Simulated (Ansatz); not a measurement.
# BaY (hypothetical, Pm-3m): phonons against volume, part 2 of 3

Wanted: mode Grüneisen parameters of BaY (hypothetical) and a free-energy fit over volumes. The crystal structure is hypothetical: it was made by swapping elements on a known structure type.

Ansatz 0.2.0; DFT PBE, scalar-relativistic, plane waves, PAW.

So far. Step 2 (Probe on a coarse mesh): The start is under -1.9 GPa at this level and looks like a metal on this mesh. Step 5 (Relaxing to small residual forces and stress): The residual pressure is -1.8e-5 GPa, small enough for phonons.

## Step 6: Lattice dynamics at this volume, V/V0 1

The same q-mesh and k-mesh are kept at every volume, so that much of their error can cancel in the differences.

Input file input.yaml:

```yaml
crystal:
  lattice:
    - [4.4190771018, 0.0, 0.0]
    - [0.0, 4.4190771018, 0.0]
    - [0.0, 0.0, 4.4190771018]
  atoms:
    - { symbol: Ba, position: [0.0, 0.0, 0.0] }
    - { symbol: "Y", position: [0.5, 0.5, 0.5] }
kpoints:
  mp_grid: { grid: [12, 12, 12] }
hamiltonian:
  xc: pbe
scf:
  occupations: { method: methfessel_paxton, width: 0.2 }
output:
  eigenvalues: true
phonons:
  method: dfpt
  qmesh: [4, 4, 4]
  temperatures: { t_max: 1000, t_step: 50 }
  qpath:
    path:
      - [[0.0, 0.0, 0.0], [0.0, 0.5, 0.0], [0.5, 0.5, 0.0], [0.0, 0.0, 0.0], [0.5, 0.5, 0.5], [0.0, 0.5, 0.0]]
      - [[0.5, 0.5, 0.5], [0.5, 0.5, 0.0]]
    npoints: 10
```

The run is started by

```bash
$ ansatz run input.yaml --threads 4 --pin off --max-ram 8192MiB --backend cpu --events-out ev --progress --plain --runs-dir out
```

Numbers of over 12 decimals in the logs are rounded to 6 here.

The program printed:

```text
[...]
Crystal: 2 atoms, lattice volume = 86.297 Å³
Basis set: ecut = 420 eV, 1743 PW (Γ), exchange–correlation on 60×60×60 points (8 copies of the dense FFT grid, shifted against one another)
Bands: 15, of which v1, the nominal top of the filled ones, is band 11 counted from 1 (10 counted from 0)
Symmetry: 48 space group operations
k-points: 84 of 1728
[...]
SCF iter   1: F=—  HF=-9797.540149 eV  |F-HF|=—  |Δ(HF+E_count)|=         —  Δρ=2.72e-3  dr2=9.39e-3  ethr=1.77e-3  ⟨swp⟩=5.8  Hψ=7013  notcnv=0
[...]
SCF iter   8: F=-9797.538680 eV  HF=-9797.538680 eV  |F-HF|=3.64e-12  |Δ(HF+E_count)|=  8.91e-11  S|Δr|=    0.00e0  Δρ=6.62e-8  dr2=3.55e-12  ethr=1.00e-12  ⟨swp⟩=6.5  Hψ=6167  notcnv=0
the search or the solves at the SCF's close seem to have found levels that the self-consistency loop had missed (the run counts 1). By its estimate they hold under 1e-12 electrons; where the run keeps them, the occupations were computed again with them
SCF 1 converged in 8 iterations: F = -9797.538680 eV  dr2 = 3.55e-12
[...]
phonons: the bands overlap, so this run is a metal and interpolates without the dipole-dipole term. If the crystal is really an insulator or semiconductor, its LO-TO splitting is missing
NSCF: frozen V_eff on 84 k-points
WARN: eigensolver did not converge in 3 slots of this pass, the one above among them; of largest residual over every band (k=30): 1 band(s) unlocked (lowest unlocked band 14, counted from 0; max residual 5.52e-5 eV among the unlocked bands, 5.52e-5 eV over every band); of lowest unlocked band (k=8): band 14
[...]
DFPT response loops at q = (0, 0, 0) (fractional): preconditioner auto → Kerker (q_TF=auto, 2.156 Å⁻¹) (partly filled bands, converged f_vac=0.000); β = 1.00, the filter's whole step (`scf.mixing.beta` (0.50) is not read by the response loops under this deck's `scf.mixing.preconditioner`; to damp them name `kerker` or `kerker_dos`, under which they read `scf.mixing.beta`, and type it under 1.00, their step now; both keys bind the ground state too); Broyden in place of MSR1
[...]
SCF converged after 8 iterations
[...]
Free energy (F): -9797.538680 eV
[...]
Internal energy: -9797.531239 eV  (E = F + TS)
E sigma→0 (E₀):  -9797.536820 eV
Entropy (-TS):   -0.007441 eV (-3.721 meV/atom)
Fermi energy:    7.944018 eV
[...]
--- Band table (eV; the first three rows and the last of 84) ---
  k-point 0: bands = [... 7 lower, -5.1074, 4.3319, 6.9040, 6.9040, 9.5111, 9.5111, 9.5111, 11.4521]
  k-point 1: bands = [... 7 lower, -5.1063, 4.4188, 6.9469, 6.9642, 9.4894, 9.4894, 9.5379, 11.2791]
  k-point 2: bands = [... 7 lower, -5.1033, 4.6702, 7.0743, 7.1197, 9.4379, 9.4379, 9.6152, 10.8471]
  k-point 83: bands = [... 7 lower, -5.3615, 7.8165, 7.8165, 7.8165, 8.6163, 8.6163, 8.6163, 10.5985]
--- Phonons (Γ-DFPT): 2 representative perturbations + reference (Σ response iterations 6) ---
  ASR residual: 2.436e-5 → 0.000e0 eV/Å²; symmetrization residual: 2.158e-5 eV/Å²
  ASR residual per site (eV/Å²): 2.44e-5 1.38e-5
  Γ frequencies (cm⁻¹): 0.00 0.00 0.00 102.40 102.40 102.40
--- Phonons (arbitrary-q DFPT): 10 irreducible q on the 4×4×4 mesh ---
  q = [0.0000, 0.0000, 0.0000] (star 1, of the zone-centre solve; hermiticity 2.07e-5, symmetrization 3.42e-13): -0.00 0.00 0.00 102.40 102.40 102.40
  q = [0.0000, 0.0000, 0.2500] (star 6, 4 solved perturbations in 1848 linear systems a pass and spin channel, the states on 588 of 1728 k-point pairs; hermiticity 1.10e-5, symmetrization 2.50e-14): 35.24 35.24 39.08 84.64 95.05 95.05
[...]
q = [0.0000, 0.2500, -0.5000] (star 12, 6 solved perturbations on 588 of 1728 k-point pairs; hermiticity 9.28e-6, symmetrization 4.35e-14): 10.99 34.34 51.33 78.81 90.61 95.59
[...]
sum rule: each row above includes the acoustic sum rule's correction from the zone centre's row sums; it moved no ω² by more than (0.22 cm⁻¹)²
  mesh force constants: q→R imaginary residual 3.35e-18; ASR residual 2.436e-5 → 0.000e0 eV/Å²; symmetrization residual 1.554e-15 eV/Å²
  interpolated dispersion: 62 rows × 6 modes
  density of states and harmonic sums: on the 16×16×16 q-mesh, interpolated from the force constants of a 4×4×4 supercell (no non-analytic term)
  largest difference from the sums on the solved wave vectors: F 1.98e-2 eV, S 2.49e-5 and C_V 5.14e-6 eV/K
  zero-point energy: 0.023333 eV/cell   skipped modes (ω ≤ 0): 21, of them read as no rigid motion or as one in doubt: 18 (8.057e-2 modes/cell left out, lowest -13.16 cm⁻¹)   left out of the sums: 1.35e-2 of the cell's modes: C_V's classical limit lies that fraction below 3 k_B per atom; for a crystal, a wire or a layer, F and S can be off by more, and a phonons.interpolated_qmesh denser along its periods is the remedy for the sampling
```

Run time: 8.9 min. Hardware: 4 threads of Arm Neoverse V1, shared host; peak memory 3.2 GiB.

This step gave:

```yaml
gamma_frequencies: 0, 0, 0, 102.4, 102.4, 102.4 cm⁻¹ (negative: imaginary)
lowest_frequency_on_the_path: -13.28 cm⁻¹
point_group: m-3m
highest_frequency: 102.4 cm⁻¹
```

No LO-TO term. The phonon branches at the labelled points (cm⁻¹):

| point | branch 1 | branch 2 | branch 3 | branch 4 | branch 5 | branch 6 |
| --- | --- | --- | --- | --- | --- | --- |
| Γ | 0 | 0 | 0 | 102 | 102 | 102 |
| halfway | 35 | 35 | 39 | 85 | 95 | 95 |
| X | 52 | 52 | 52 | 63 | 88 | 88 |
| halfway | 11 | 34 | 51 | 79 | 91 | 96 |
| M | -13 | -13 | 49 | 90 | 90 | 93 |
| halfway | 17 | 44 | 53 | 74 | 93 | 99 |
| Γ | 0 | 0 | 0 | 102 | 102 | 102 |
| halfway | 40 | 40 | 43 | 87 | 91 | 91 |
| R | 65 | 65 | 65 | 69 | 69 | 69 |
| halfway | 22 | 38 | 60 | 79 | 80 | 99 |
| X | 52 | 52 | 52 | 63 | 88 | 88 |
| jump to R | 65 | 65 | 65 | 69 | 69 | 69 |
| halfway | 36 | 36 | 62 | 84 | 84 | 85 |
| M | -13 | -13 | 49 | 90 | 90 | 93 |

The phonon branches as a text plot (rows in cm⁻¹):

```
    100 |***                 **********             ***
     95 |  ***    **** ** *******      *           *   *        *
     90 |     ** ************       *   ****      *     *     ***
     86 |   *   *    *   **    *        *** *         ****   **
     81 |    *      *      **        ***   *     *****      *
     76 |          *         **             **  ** * **    *
     71 |     *   *                          *  * *       *
     66 |      *                              *****    *  ***
     61 |       **                           *  *  **   ***  *
     57 |        *                          **   *   ** *     *
     52 |      ********  *   **      ***   *     *     *** *   **
     47 |     *  **    ** ***            ** *     *
     42 |    *     *       *** *        *  *      **  * *   *
     37 |   *                 *     *    **         **       *
     32 |                 *     *      *           *   *
     28 |  *      * *          *     **
     23 |  *       *            *                   * *
     18 | *          *   *   ***   **                *        *
     13 | *                **   **
      8 |*            *          * *                           *
      4 |
     -1 |                 *       *
     -6 |           *   *
    -11 |            *****                                      *
         Γ      X      M          Γ            R        X|R     M
```

The phonon density of states has structure finer than the step of the table below, so its rows give means over 2.5 cm⁻¹, whole bins alone (the curve runs from -13.5 to 102 cm⁻¹). Peaks (cm⁻¹: height): 38.50: 0.0713, 51.50: 0.141, 80.50: 0.121, 91.50: 0.147, 97.50: 0.178.

Tetrahedra on 16 16 16, mean over bins of 1 cm⁻¹. Table of phonon density of states by wavenumber; means over each step:

wavenumber (cm⁻¹), phonon density of states (1/cm⁻¹/cell) and a bar:
```
    -10.0      0.007 #
     -7.5      0.005 
     -5.0      0.004 
     -2.5      0.005 
      0.0      0.005 
      2.5      0.006 
      5.0      0.007 
      7.5      0.008 #
     10.0      0.011 #
     12.5      0.018 ###
     15.0      0.027 #####
     17.5      0.041 #######
     20.0      0.052 #########
     22.5      0.057 ###########
     25.0      0.058 ###########
     27.5      0.049 #########
     30.0      0.046 ########
     32.5      0.047 ########
     35.0      0.052 #########
     37.5      0.064 ############
     40.0      0.068 #############
     42.5      0.062 ############
     45.0      0.053 ##########
     47.5      0.050 #########
     50.0      0.108 #####################
     52.5      0.125 ########################
     55.0      0.070 #############
     57.5      0.037 #######
     60.0      0.025 ####
     62.5      0.021 ###
     65.0      0.017 ##
     67.5      0.013 ##
     70.0      0.018 ###
     72.5      0.031 #####
     75.0      0.052 #########
     77.5      0.076 ##############
     80.0      0.110 #####################
     82.5      0.096 ##################
     85.0      0.083 ################
     87.5      0.102 ###################
     90.0      0.127 #########################
     92.5      0.130 #########################
     95.0      0.136 ##########################
     97.5      0.155 ##############################
    100.0      0.058 ###########
```

Phonopy on the run's constants, 13x13x13 mesh, Gaussian sigma 2.0 cm⁻¹. Table of modes by wavenumber; read off at these points; values in 1/cm⁻¹/cell:

| wavenumber (cm⁻¹) | Ba | Y |
| --- | --- | --- |
| -20.0 | 1.3e-6 | 1.3e-6 |
| -15.0 | 9.0e-4 | 8.4e-4 |
| -10.0 | 0.00319 | 0.0029 |
| -5.0 | 0.00389 | 0.00353 |
| 0.0 | 0.00197 | 0.00170 |
| 5.0 | 0.00303 | 0.00264 |
| 10.0 | 0.00493 | 0.00390 |
| 15.0 | 0.0199 | 0.0160 |
| 20.0 | 0.0262 | 0.0203 |
| 25.0 | 0.0344 | 0.0245 |
| 25.9 | 0.0352 | 0.0250 |
| 30.0 | 0.0253 | 0.0164 |
| 35.0 | 0.0355 | 0.0192 |
| 40.0 | 0.0418 | 0.0177 |
| 45.0 | 0.0442 | 0.0150 |
| 50.0 | 0.0850 | 0.0105 |
| 52.0 | 0.0955 | 0.00987 |
| 55.0 | 0.0699 | 0.00762 |
| 60.0 | 0.0237 | 0.00307 |
| 65.0 | 0.0134 | 0.00588 |
| 70.0 | 0.00792 | 0.0146 |
| 75.0 | 0.0131 | 0.0382 |
| 80.0 | 0.0274 | 0.0683 |
| 85.0 | 0.0253 | 0.0645 |
| 90.0 | 0.0260 | 0.0961 |
| 92.0 | 0.0286 | 0.103 |
| 95.0 | 0.0375 | 0.0969 |
| 96.3 | 0.0412 | 0.0932 |
| 100.0 | 0.0240 | 0.0468 |
| 105.0 | 7.2e-4 | 0.0012 |
| 110.0 | 0 | 0 |

No LO-TO term. The modes at Γ (shares of kinetic energy by element, %):

| mode | frequency (cm⁻¹) | symmetry | Ba % | Y % |
| --- | --- | --- | --- | --- |
| 1 | 0.0 | T1u | 61 | 39 |
| 2 | 0.0 | T1u | 61 | 39 |
| 3 | 0.0 | T1u | 61 | 39 |
| 4 | 102.4 | T1u | 39 | 61 |
| 5 | 102.4 | T1u | 39 | 61 |
| 6 | 102.4 | T1u | 39 | 61 |

Displacements in mode 4 (102.4 cm⁻¹), the largest set to 1:
```
Ba1 -0.65  0.00  0.00
Y2   1.00  0.00  0.00
```

The lowest solved frequency is -12.9 cm⁻¹, so the cell is unstable here and gives no valid free energy.

## Step 7: A cell at another volume, V/V0 1.015

Symmetry fixes every atom, so a single point at the scaled cell gives the energy and pressure of this member.

The cell differs from the one that the last finished run ended in (a 4.419 → 4.441 Å, b 4.419 → 4.441 Å, c 4.419 → 4.441 Å).

input.yaml, the sections that differ from step 6:

```yaml
crystal:
  lattice:
    - [4.4410629219, 0.0, 0.0]
    - [0.0, 4.4410629219, 0.0]
    - [0.0, 0.0, 4.4410629219]
  atoms:
    - { symbol: Ba, position: [0.0, 0.0, 0.0] }
    - { symbol: "Y", position: [0.5, 0.5, 0.5] }
output:
  forces: true
  stress: true
  eigenvalues: true
  write_density: true
  write_potential: true
  elf: true
  volumetric_format: npy
# kpoints, hamiltonian, scf: as in step 6
# phonons: removed
```

The program printed:

```text
[...]
Crystal: 2 atoms, lattice volume = 87.591 Å³
Basis set: ecut = 420 eV, 1743 PW (Γ), exchange–correlation on 60×60×60 points (8 copies of the dense FFT grid, shifted against one another)
Bands: 15, of which v1, the nominal top of the filled ones, is band 11 counted from 1 (10 counted from 0)
Symmetry: 48 space group operations
[...]
k-points: 84 of 1728
[...]
SCF iter   1: F=—  HF=-9797.539281 eV  |F-HF|=—  |Δ(HF+E_count)|=         —  Δρ=2.77e-3  dr2=1.02e-2  ethr=1.77e-3  ⟨swp⟩=5.8  Hψ=7032  notcnv=0
[...]
SCF iter   6: F=-9797.537569 eV  HF=-9797.537569 eV  |F-HF|=2.39e-9  |Δ(HF+E_count)|=   8.13e-8  S|Δr|=    0.00e0  Δρ=2.24e-6  dr2=3.76e-9  ethr=4.76e-10  ⟨swp⟩=10.1  Hψ=10029  notcnv=0
SCF 1 converged in 6 iterations: F = -9797.537569 eV  dr2 = 3.76e-9
[...]
SCF converged after 6 iterations
[...]
Free energy (F): -9797.537569 eV
[...]
Internal energy: -9797.529519 eV  (E = F + TS)
E sigma→0 (E₀):  -9797.535556 eV
Entropy (-TS):   -0.008050 eV (-4.025 meV/atom)
Fermi energy:    7.802646 eV
[...]
--- Stress (GPa, compression-positive) ---
       -0.271975      -0.000000       0.000000
        0.000000      -0.271975       0.000000
        0.000000       0.000000      -0.271975
  P = ⅓ Tr σ = -0.2720 GPa (-2.720 kbar)
--- Band table (eV; the first three rows and the last of 84) ---
  k-point 0: bands = [... 7 lower, -5.2751, 4.1972, 6.7886, 6.7886, 9.3479, 9.3479, 9.3479, 11.2664]
  k-point 1: bands = [... 7 lower, -5.2740, 4.2824, 6.8309, 6.8466, 9.3266, 9.3266, 9.3743, 11.0985]
  k-point 2: bands = [... 7 lower, -5.2711, 4.5293, 6.9566, 6.9954, 9.2757, 9.2757, 9.4502, 10.6773]
  k-point 83: bands = [... 7 lower, -5.5169, 7.6750, 7.6750, 7.6750, 8.4463, 8.4463, 8.4463, 10.3860]
```

It took 2.1 s on 4 threads; peak memory 0.43 GiB; 7.8 s of CPU time.

Numbers from this step:

```yaml
pressure: -0.2720 GPa
volume_per_atom: 43.80 Å³
```

Electrostatic potential energy in the ac plane at fractional y = 0.000, with atoms of Ba within 0.2 Å of it. With pseudopotentials it is smooth inside the atoms' cores, unlike the true potential.

Ten even steps from '_' (-36 eV) to '@' (11 eV), each cell a mean:
```
____..++%%@@@@@@@@%%##--..__
__..--**%%@@@@@@@@@@%%++::..
--==**%%@@@@@@@@@@@@%%##++--
####%%@@@@@@@@@@@@@@@@%%%%##
%%@@@@@@@@@@@@@@@@@@@@@@@@%%
@@@@@@@@@@@@@@@@@@@@@@@@@@@@
@@@@@@@@@@@@@@@@@@@@@@@@@@@@
@@@@@@@@@@@@@@@@@@@@@@@@@@@@
@@@@@@@@@@@@@@@@@@@@@@@@@@@@
%%%%%%@@@@@@@@@@@@@@@@@@%%%%
++++##%%@@@@@@@@@@@@@@%%**++
..::==##%%@@@@@@@@@@%%**--..
____::++%%@@@@@@@@@@##==..__
____..++%%@@@@@@@@%%##--____
```
Columns run along a (4.4 Å; values clipped at the 3rd and 97th percentile), rows up along c (4.4 Å). Atoms in or near the plane, at fractional coordinates: Ba at (0.00, 0.00).

ELF in the ac plane at fractional y = 0.000, with atoms of Ba within 0.2 Å of it. It is the smooth field of the valence electrons, not physical close to the nuclei.

Values, 14 rows by 14 columns, each cell a mean:
```
0.09 0.41 0.82 0.78 0.40 0.13 0.16 0.19 0.13 0.20 0.56 0.85 0.71 0.23
0.62 0.77 0.85 0.65 0.28 0.13 0.21 0.26 0.16 0.15 0.41 0.78 0.84 0.71
0.86 0.84 0.72 0.39 0.16 0.17 0.32 0.38 0.25 0.14 0.21 0.55 0.78 0.85
0.60 0.51 0.33 0.16 0.16 0.31 0.51 0.56 0.44 0.24 0.14 0.21 0.41 0.56
0.21 0.18 0.14 0.17 0.30 0.51 0.66 0.69 0.62 0.43 0.24 0.14 0.15 0.20
0.12 0.14 0.19 0.32 0.51 0.67 0.75 0.77 0.73 0.62 0.44 0.25 0.16 0.13
0.18 0.21 0.29 0.45 0.61 0.73 0.78 0.79 0.77 0.69 0.56 0.38 0.26 0.19
0.15 0.17 0.24 0.40 0.57 0.71 0.77 0.78 0.75 0.66 0.51 0.32 0.21 0.16
0.14 0.13 0.13 0.21 0.38 0.59 0.71 0.73 0.67 0.51 0.31 0.17 0.13 0.13
0.44 0.36 0.23 0.14 0.20 0.38 0.57 0.61 0.51 0.30 0.16 0.16 0.28 0.40
0.80 0.74 0.57 0.27 0.14 0.21 0.40 0.45 0.32 0.17 0.16 0.39 0.65 0.78
0.79 0.84 0.83 0.57 0.23 0.13 0.24 0.29 0.19 0.14 0.33 0.72 0.85 0.82
0.25 0.56 0.84 0.74 0.36 0.13 0.17 0.21 0.14 0.18 0.51 0.84 0.77 0.41
0.02 0.25 0.79 0.80 0.44 0.14 0.15 0.18 0.12 0.21 0.60 0.86 0.62 0.09
```
Columns run along a (4.4 Å), rows up along c (4.4 Å). Atoms in or near the plane, at fractional coordinates: Ba at (0.00, 0.00).

Valence density in the ac plane at fractional y = 0.000, with atoms of Ba within 0.2 Å of it. It is the smooth field of the valence electrons, not physical close to the nuclei.

Ten even steps from '0' (0.1 e/Å³) to '9' (1.3 e/Å³), each cell a mean:
```
48941000002796
99730000001489
76310000000247
21100000000012
00000000000000
00000000000000
00000000000000
00000000000000
00000000000000
11000000000001
54200000000134
99620000001379
69941000001698
26951000002794
```
Columns run along a (4.4 Å), rows up along c (4.4 Å). Atoms in or near the plane, at fractional coordinates: Ba at (0.00, 0.00).

## Step 8: Phonons, V/V0 1.015

The same q-mesh and k-mesh are kept at every volume, so that much of their error can cancel in the differences.

input.yaml, the sections that differ from step 7:

```yaml
output:
  eigenvalues: true
phonons:
  method: dfpt
  qmesh: [4, 4, 4]
  temperatures: { t_max: 1000, t_step: 50 }
  qpath:
    path:
      - [[0.0, 0.0, 0.0], [0.0, 0.5, 0.0], [0.5, 0.5, 0.0], [0.0, 0.0, 0.0], [0.5, 0.5, 0.5], [0.0, 0.5, 0.0]]
      - [[0.5, 0.5, 0.5], [0.5, 0.5, 0.0]]
    npoints: 10
# crystal, kpoints, hamiltonian, scf: as in step 7
```

The program printed:

```text
[...]
Crystal: 2 atoms, lattice volume = 87.591 Å³
Basis set: ecut = 420 eV, 1743 PW (Γ), exchange–correlation on 60×60×60 points (8 copies of the dense FFT grid, shifted against one another)
Bands: 15, of which v1, the nominal top of the filled ones, is band 11 counted from 1 (10 counted from 0)
Symmetry: 48 space group operations
k-points: 84 of 1728
[...]
k-point 83: bands = [... 7 lower, -5.5169, 7.6750, 7.6750, 7.6750, 8.4463, 8.4463, 8.4463, 10.3860]
[...]
ASR residual: 2.393e-5 → 0.000e0 eV/Å²; symmetrization residual: 2.143e-5 eV/Å²
  ASR residual per site (eV/Å²): 2.39e-5 4.96e-6
  Γ frequencies (cm⁻¹): 0.00 0.00 0.00 101.63 101.63 101.63
--- Phonons (arbitrary-q DFPT): 10 irreducible q on the 4×4×4 mesh ---
[...]
interpolated dispersion: 62 rows × 6 modes
[...]
[key lines of the parts left out:]
SCF converged after 8 iterations
Free energy (F): -9797.537569 eV
Fermi energy:    7.802651 eV
```

It took 9 min on 4 threads; peak memory 3.2 GiB.

No LO-TO term. Phonon branches along the path, in cm⁻¹:

| point | branch 1 | branch 2 | branch 3 | branch 4 | branch 5 | branch 6 |
| --- | --- | --- | --- | --- | --- | --- |
| Γ | 0 | 0 | 0 | 102 | 102 | 102 |
| halfway | 35 | 35 | 38 | 83 | 94 | 94 |
| X | 50 | 52 | 52 | 62 | 87 | 87 |
| halfway | 11 | 34 | 51 | 77 | 90 | 94 |
| M | -13 | -13 | 49 | 88 | 88 | 93 |
| halfway | 16 | 44 | 52 | 73 | 92 | 97 |
| Γ | 0 | 0 | 0 | 102 | 102 | 102 |
| halfway | 39 | 39 | 43 | 86 | 90 | 90 |
| R | 63 | 63 | 63 | 68 | 68 | 68 |
| halfway | 21 | 38 | 60 | 77 | 79 | 97 |
| X | 50 | 52 | 52 | 62 | 87 | 87 |
| jump to R | 63 | 63 | 63 | 68 | 68 | 68 |
| halfway | 35 | 35 | 62 | 82 | 82 | 84 |
| M | -13 | -13 | 49 | 88 | 88 | 93 |

The phonon branches as a text plot (rows in cm⁻¹):

```
     99 |***                 ********               ***
     94 |  ***    *** *** *******    ***           *   *        *
     90 |     ** ************       *   ****            *     ***
     85 |   *   **   **  *     *        ***       *   ****   ***
     80 |           *     *          ***   **    *****      **
     75 |    *     *       ****             **   * ***     *
     70 |     *   *                          **** *   *   *
     66 |                                       ***    *  ***
     61 |      ***                           ****  **   ***  *
     56 |        *                          **  **   ** *     *
     51 |      ************  **      ***   *     *     *** *   **
     46 |     *   *        **            ** *     *
     42 |    *   * *       *** *        *  *      **  * *   *
     37 |   *                 *     *    **         **       *
     32 |                       *      *           *   *
     27 |  *      * *     *    *     **
     23 |  *       *            *                   * *
     18 | *          *   *   **  * **                *        *
     13 | *                **  **
      8 |*            *          * *                           *
      3 |                        *
     -1 |                 *       *
     -6 |           *   *
    -11 |            *****                                      *
         Γ      X      M          Γ            R        X|R     M
```

The lowest solved frequency is -13.2 cm⁻¹, so the cell is unstable here and gives no valid free energy. The highest zone-centre mode (no LO–TO term) moved by -0.8 % for a volume change of +1.5 %.

(Part 2 of 3 ends here.)

[Logs are printed without paths, hosts, clocks, repeated set-up lines and the standing remarks that a program may print on its own settings, such as how far it seeks lower states.]

[Hosts, paths, dates, database ids (printed as entryN), source tags and the programs' standing remarks are cut or masked in the printed files.]

[A step with changed settings may run another functional than the one named; its input shows which.]


